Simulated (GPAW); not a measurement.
# Optical response of Al2Pt

Aim: the dielectric function of Al2Pt, and the optical constants that follow from it. The cell comes from an older database entry, whose edges can differ from later determinations, mostly by under a per cent.

Method: DFT, PBE, plane-wave PAW (GPAW data sets), scalar-relativistic, RPA, optical limit, in GPAW 26.7.0.

The database entry behind the starting cell differs from later determinations by our own check (0.1 to 0.3 % short, probably kX units), so it need not match the best structure at ambient conditions.

## 1. The starting structure

It takes space group Fm-3m (No. 225, cubic). Conventional cell: a = 5.910 Å, b = 5.910 Å, c = 5.910 Å, α = 90.00°, β = 90.00°, γ = 90.00°. Nearest to Pt lie 8 Al at 2.56 Å. Al has 4 Pt at 2.56 Å nearest. Farther neighbours are not listed.

As a file:

```
Pt Al
1.0
     0.00000    2.95500    2.95500
     2.95500    0.00000    2.95500
     2.95500    2.95500    0.00000
Pt Al
1 2
Direct
  0.00000 0.00000 0.00000
  0.75000 0.75000 0.75000
  0.25000 0.25000 0.25000
```

## 2. Bands for the response

The response needs many more empty bands than the density does.

This step: DFT, PBE, plane-wave PAW (GPAW data sets), scalar-relativistic, bands at fixed density (GPAW 26.7.0).

File nscf.py:

```python
from ase.dft.bandgap import bandgap
from gpaw import GPAW, FermiDirac

calc = GPAW('gs.gpw').fixed_density(kpts={'size': (13, 13, 13), 'gamma': True}, nbands=56, convergence={'bands': 50},
                                    occupations=FermiDirac(0.05), txt='nscf.txt')
print('gap (eV)', bandgap(calc, output=None)[0])
print('direct gap (eV)', bandgap(calc, direct=True, output=None)[0])
print('top band over the Fermi level (eV)', min(calc.get_eigenvalues(kpt=k)[49] for k in range(len(calc.get_ibz_k_points()))) - calc.get_fermi_level())
calc.write('full.gpw', mode='all')
```

Run with:

```
OMP_NUM_THREADS=1 python nscf.py
```

Numbers of over 12 decimals in the logs are rounded to 6 here.

Output:

```text
Diagonalizing LCAO Hamiltonian
Converting LCAO to pw mode
convergence criteria:
- Maximum integral of absolute [eigenst]ate change: 4e-08 eV^2 / valence electron
maximum number of iterations: 150

SCF iterations
|iter     |      energy | eigst |  dens |
|iter:   1||             | +3.72 |       |
|iter:   2||             | +2.42 |       |
|iter:   3||             | +1.37 |       |
|iter:   4||             | +0.07 |       |
|iter:   5||             | -0.91 |       |
|iter:   6||             | -1.93 |       |
|iter:   7||             | -2.74 |       |
|iter:   8||             | -3.78 |       |
|iter:   9||             | -4.59 |       |
|iter:  10||             | -5.66 |       |
|iter:  11||             | -6.42 |       |
|iter:  12||             | -7.04 |       |
|iter:  13||             | -7.43c|       |
SCF steps: 13
  __  _  _
 | _ |_)|_||  |
 |__||  | ||/\| - 26.7.0

Versions:
  Python: 3.12.14
  ASE:    3.29.0
  Numpy:  2.5.5
  Scipy:  1.18.1
  Libxc:  7.0.0

Input parameters:
  mode=PW(ecut=500.0),
  convergence={'bands': 50},
  gpts=array([24, 24, 24]),
  kpts=MonkhorstPack(size=(13, 13, 13), gamma=True),
  maxiter=150,
  nbands=56,
  occupations=Occupations(name='fermi-dirac', width=0.05, fixmagmom=False),
  parallel={},
  xc=XC(name='PBE')

--- standard output ---
gap (eV) 0.0
direct gap (eV) 0.0
top band over the Fermi level (eV) 36.030702
```

Elapsed: 3 min, on 1 thread of Arm Neoverse V1, shared host; peak memory 0.28 GiB.

## 3. Dielectric function, RPA

Transitions between filled and empty bands, summed over the zone, give the optical response, so mesh, band count and broadening shape it.

The induced potential is part of this response.

This step: DFT, PBE, plane-wave PAW (GPAW data sets), scalar-relativistic, RPA, optical limit (GPAW 26.7.0).

File df.py:

```python
from gpaw.response.df import DielectricFunction

df = DielectricFunction('full.gpw', frequencies={'type': 'nonlinear', 'domega0': 0.03, 'omega2': 8},
                        ecut=50,
                        eta=0.15,
                        nbands=50,
                        rate=0.05,
                        txt='df.txt')
for direction in ['x']:
    df.get_dielectric_function(xc='RPA', direction=direction, filename=f'df_{direction}.csv')
```

Run with:

```
OMP_NUM_THREADS=1 python df.py
```

Output:

```text
Using integrator: PointIntegrator
NonLinearFrequencyDescriptor(from 0.000 to 94.979 eV, 536 points)
Nonperiodic BCs:  [False False False]
Using integrator: PointIntegrator
NonLinearFrequencyDescriptor(from 0.000 to 94.979 eV, 536 points)
Nonperiodic BCs:  [False False False]
Using integrator: PointIntegrator

Calculating chi0 body with:
    Ground state adapter containing:
    Number of spins: 1
    Number of kpoints: 2197
    Number of irreducible kpoints: 84
    Number of completely occupied states: 9
    Number of partially occupied states: 12

    Linear response parametrization:
    q_c: [0.0, 0.0, 0.0]
    Number of frequency points: 536
    Planewave cutoff: 50.0
    Number of bands: 50
    Number of planewaves: 51
    Broadening (eta): 0.15

Integrating chi0 body.

Symmetries of q_c:
    Direct symmetries (Uq -> q): 48
    Indirect symmetries (TUq -> q): 0
In total 48 allowed symmetries.

84 groups of equivalent kpoints. 96.176604% reduction.

Integral kind: spectral function

Calculating chi0 optical extensions with:
    Ground state adapter containing:
    Number of spins: 1
    Number of kpoints: 2197
    Number of irreducible kpoints: 84
    Number of completely occupied states: 9
    Number of partially occupied states: 12

    Linear response parametrization:
    Number of frequency points: 536
    Planewave cutoff: 50.0
    Number of bands: 50
    Number of planewaves: 51
    Broadening (eta): 0.15
Integrating chi0 head and wings.

Symmetries of q_c:
    Direct symmetries (Uq -> q): 48
    Indirect symmetries (TUq -> q): 0
In total 48 allowed symmetries.

84 groups of equivalent kpoints. 96.176604% reduction.

Integral kind: spectral function wings

Calculating drude chi0 with:
    Number of frequency points:536
    Plasma frequency decay rate: 0.05 eV

    Ground state adapter containing:
    Number of spins: 1
    Number of kpoints: 2197
    Number of irreducible kpoints: 84
    Number of completely occupied states: 9
    Number of partially occupied states: 12

Symmetries of q_c:
    Direct symmetries (Uq -> q): 48
    Indirect symmetries (TUq -> q): 0
In total 48 allowed symmetries.

84 groups of equivalent kpoints. 96.176604% reduction.

Integral kind: intraband
Plasma frequency:
[[8.04-0.j 0.  +0.j 0.  -0.j]
 [0.  +0.j 8.04-0.j 0.  +0.j]
 [0.  -0.j 0.  +0.j 8.04-0.j]]
```

Run time: 32 s. Hardware: 1 thread; peak memory 0.3 GiB.

Some rows of df_x.csv (energy; Re and Im without local fields; Re and Im with them):

```text
0.000000, 26036.692900, -0.000000, 26036.012639, -0.000000
0.460735, -282.828903, 80.687800, -283.949495, 80.533026
0.943989, -70.742358, 33.602587, -71.242559, 32.935486
1.451455, -32.206684, 12.072058, -32.561051, 11.716058
1.984998, -14.409074, 5.362847, -14.823548, 5.082564
2.546682, -4.919946, 3.199865, -5.461963, 2.941950
3.138794, 1.557639, 4.817752, 0.938759, 4.309954
3.763875, 2.622238, 11.022048, 2.389438, 10.008259
4.424758, -3.521497, 11.166779, -3.081332, 10.584905
5.124608, -4.327688, 5.475497, -4.220988, 5.351772
5.866977, -2.099311, 3.780945, -2.139868, 3.636216
6.655862, -1.310416, 3.612746, -1.388201, 3.467870
7.495775, -0.400597, 3.480163, -0.602999, 3.178517
8.391833, -0.961104, 4.829051, -0.837437, 4.206152
9.349861, -1.682730, 2.546361, -1.643348, 2.333862
10.376517, -1.412784, 2.043183, -1.350377, 1.807797
11.479449, -1.230773, 1.467972, -1.068773, 1.273300
12.667487, -0.852514, 1.021493, -0.768485, 0.932716
13.950874, -0.625955, 0.745080, -0.555979, 0.659151
```

Sum at mesh points, not converged in k. Im ε, E ∥ x against photon energy; read off at these points:

```
photon energy (eV)  Im ε, E ∥ x
              0.50         65.8
              1.00         27.7
              1.50         10.6
              2.00         4.99
              2.50         2.98
              3.00         3.78
              3.50         7.71
              3.89         11.3
              4.00         10.8
              4.50         9.85
              5.00         6.31
              5.50         3.94
              6.00         3.50
              6.50         3.35
              7.00         2.84
              7.50         3.18
              8.00         3.65
              8.50         4.31
              9.00         2.71
              9.50         2.21
             10.00         2.13
             10.50         1.78
             11.00         1.55
             11.50         1.27
             12.00         1.22
             12.50        0.972
             13.00        0.901
             13.50        0.767
```

Values under 1 per cm are given as 1; sum at mesh points, not converged in k. Table of absorption coefficient, E ∥ x by photon energy:

```
photon energy (eV)  absorption coefficient, E ∥ x (1/cm)
             0.492                                 7.9e5
             1.010                                 8.3e5
             1.486                                 8.5e5
             1.985                                 7.9e5
             2.508                                 6.4e5
             3.018                                 4.5e5
             3.510                                 6.0e5
             3.980                                 9.8e5
             4.516                                 1.2e6
             4.981                                 1.2e6
             5.515                                 1.1e6
             6.021                                 1.1e6
             6.494                                 9.9e5
             6.985                                 9.7e5
             7.496                                 1.1e6
             8.026                                 1.1e6
             8.516                                 1.5e6
             9.023                                 1.5e6
             9.483                                 1.4e6
            10.026                                 1.4e6
            10.519                                 1.4e6
            11.029                                 1.4e6
            11.479                                 1.4e6
            12.023                                 1.4e6
            12.504                                 1.3e6
            13.000                                 1.2e6
            13.512                                 1.2e6
```

The loss function −Im 1/ε at q → 0, E ∥ x has structure finer than the step of the table below, so its rows give means over 0.5 eV, whole bins alone (the curve runs from 0.305 to 14.0 eV). Peaks (eV: height): 3.02: 0.261, 7.04: 0.329.

Sum at mesh points, not converged in k. The loss function −Im 1/ε at q → 0, E ∥ x by energy loss; means over each step:

energy loss (eV), loss function −Im 1/ε at q → 0, E ∥ x and a bar:
```
      1.0      0.006 
      1.5      0.010 
      2.0      0.022 #
      2.5      0.079 ###
      3.0      0.223 ########
      3.5      0.123 ####
      4.0      0.095 ###
      4.5      0.092 ###
      5.0      0.113 ####
      5.5      0.155 ######
      6.0      0.215 ########
      6.5      0.264 ##########
      7.0      0.307 ###########
      7.5      0.304 ###########
      8.0      0.272 ##########
      8.5      0.218 ########
      9.0      0.238 #########
      9.5      0.307 ###########
     10.0      0.331 ############
     10.5      0.365 ##############
     11.0      0.396 ###############
     11.5      0.462 #################
     12.0      0.514 ###################
     12.5      0.599 #######################
     13.0      0.707 ###########################
     13.5      0.793 ##############################
```

Sum at mesh points, not converged in k. The Im ε, E ∥ x by photon energy; read off at these points:

```
photon energy (eV)  without local fields  with local fields
              0.50                  66.0               65.8
              1.00                  28.3               27.7
              1.50                  10.9               10.6
              2.00                  5.27               4.99
              2.50                  3.22               2.98
              3.00                  4.22               3.78
              3.50                  8.56               7.71
              3.89                  12.2               11.3
              4.00                  11.7               10.8
              4.50                  10.3               9.85
              5.00                  6.48               6.31
              5.50                  4.07               3.94
              6.00                  3.63               3.50
              6.50                  3.54               3.35
              7.00                  2.99               2.84
              7.50                  3.48               3.18
              8.00                  4.12               3.65
              8.50                  4.83               4.31
              9.00                  2.87               2.71
              9.50                  2.42               2.21
             10.00                  2.38               2.13
             10.50                  2.03               1.78
             11.00                  1.77               1.55
             11.50                  1.46               1.27
             12.00                  1.33               1.22
             12.50                  1.06              0.972
             13.00                  1.01              0.901
             13.50                 0.868              0.767
```

Sum at mesh points, not converged in k. The reflectivity at normal incidence, E ∥ x by photon energy; read off at these points:

```
photon energy (eV)  reflectivity at normal incidence, E ∥ x (%)
              0.50                                         96.7
              1.00                                         91.0
              1.50                                         89.2
              2.00                                         85.4
              2.50                                         74.2
              3.00                                         31.6
              3.50                                         32.8
              4.00                                         45.6
              4.50                                         52.1
              5.00                                         53.8
              5.08                                         54.9
              5.50                                         53.0
              6.00                                         43.7
              6.50                                         33.7
              7.00                                         31.1
              7.50                                         29.7
              8.00                                         28.1
              8.50                                         36.6
              8.89                                         45.7
              9.00                                         45.4
              9.50                                         41.4
             10.00                                         39.5
             10.50                                         40.5
             11.00                                         42.4
             11.50                                         41.7
             12.00                                         40.1
             12.50                                         41.1
             13.00                                         37.7
             13.50                                         39.1
```

Optical constants at common wavelengths, from n + ik = √ε:

```
wavelength (nm)     n      k  R (%)    1/α
           1064  1.39  7.113   90.1  12 nm
            800  0.89  5.391   89.1  12 nm
            633  0.66  3.976   85.8  13 nm
            532  0.61  3.018   79.0  14 nm
            450  0.88  1.859   49.8  19 nm
            405  1.41  1.382   27.0  23 nm
            193  1.04  1.490   34.8  10 nm
```

A polished face would reflect 81 % of daylight and look yellow (CIE x = 0.347, y = 0.380 under D65).

## 4. Outcome

In words: At this level (PBE, RPA) Al2Pt is a metal. The mesh is too coarse to trust the carriers' weight, the reflectivity or the colour to better than tens of per cent. A polished face would reflect 81 % of daylight and look yellow (CIE x = 0.347, y = 0.380 under D65). The carriers' damping of 0.05 eV is typed, not computed; it shapes the response at the lowest energies. Spin-orbit coupling is left out although heavy atoms are present. In this version of GPAW the matrix elements of the optical limit are incomplete, which can lower ε − 1 by up to a tenth where first-row anions or d states rule, and shift it by more in d metals. GPAW's carrier term has the form −ωp²/(ω + i·rate)², which damps like twice the rate and fails at low energy, so the curves leave the lowest energies out. The sum runs over mesh points 0.14 Å⁻¹ apart with no interpolation, so peaks are partly noise of the mesh, and the Drude plasma energy, a sum over the Fermi surface, isn't converged.

[Machine, clock and banner lines and Python warnings are left out of the logs.]

[Logs are printed without paths, hosts, clocks, repeated set-up lines and the standing remarks that a program may print on its own settings, such as how far it seeks lower states.]

[Hosts, paths, dates, database ids (printed as entryN), source tags and the programs' standing remarks are cut or masked in the printed files.]
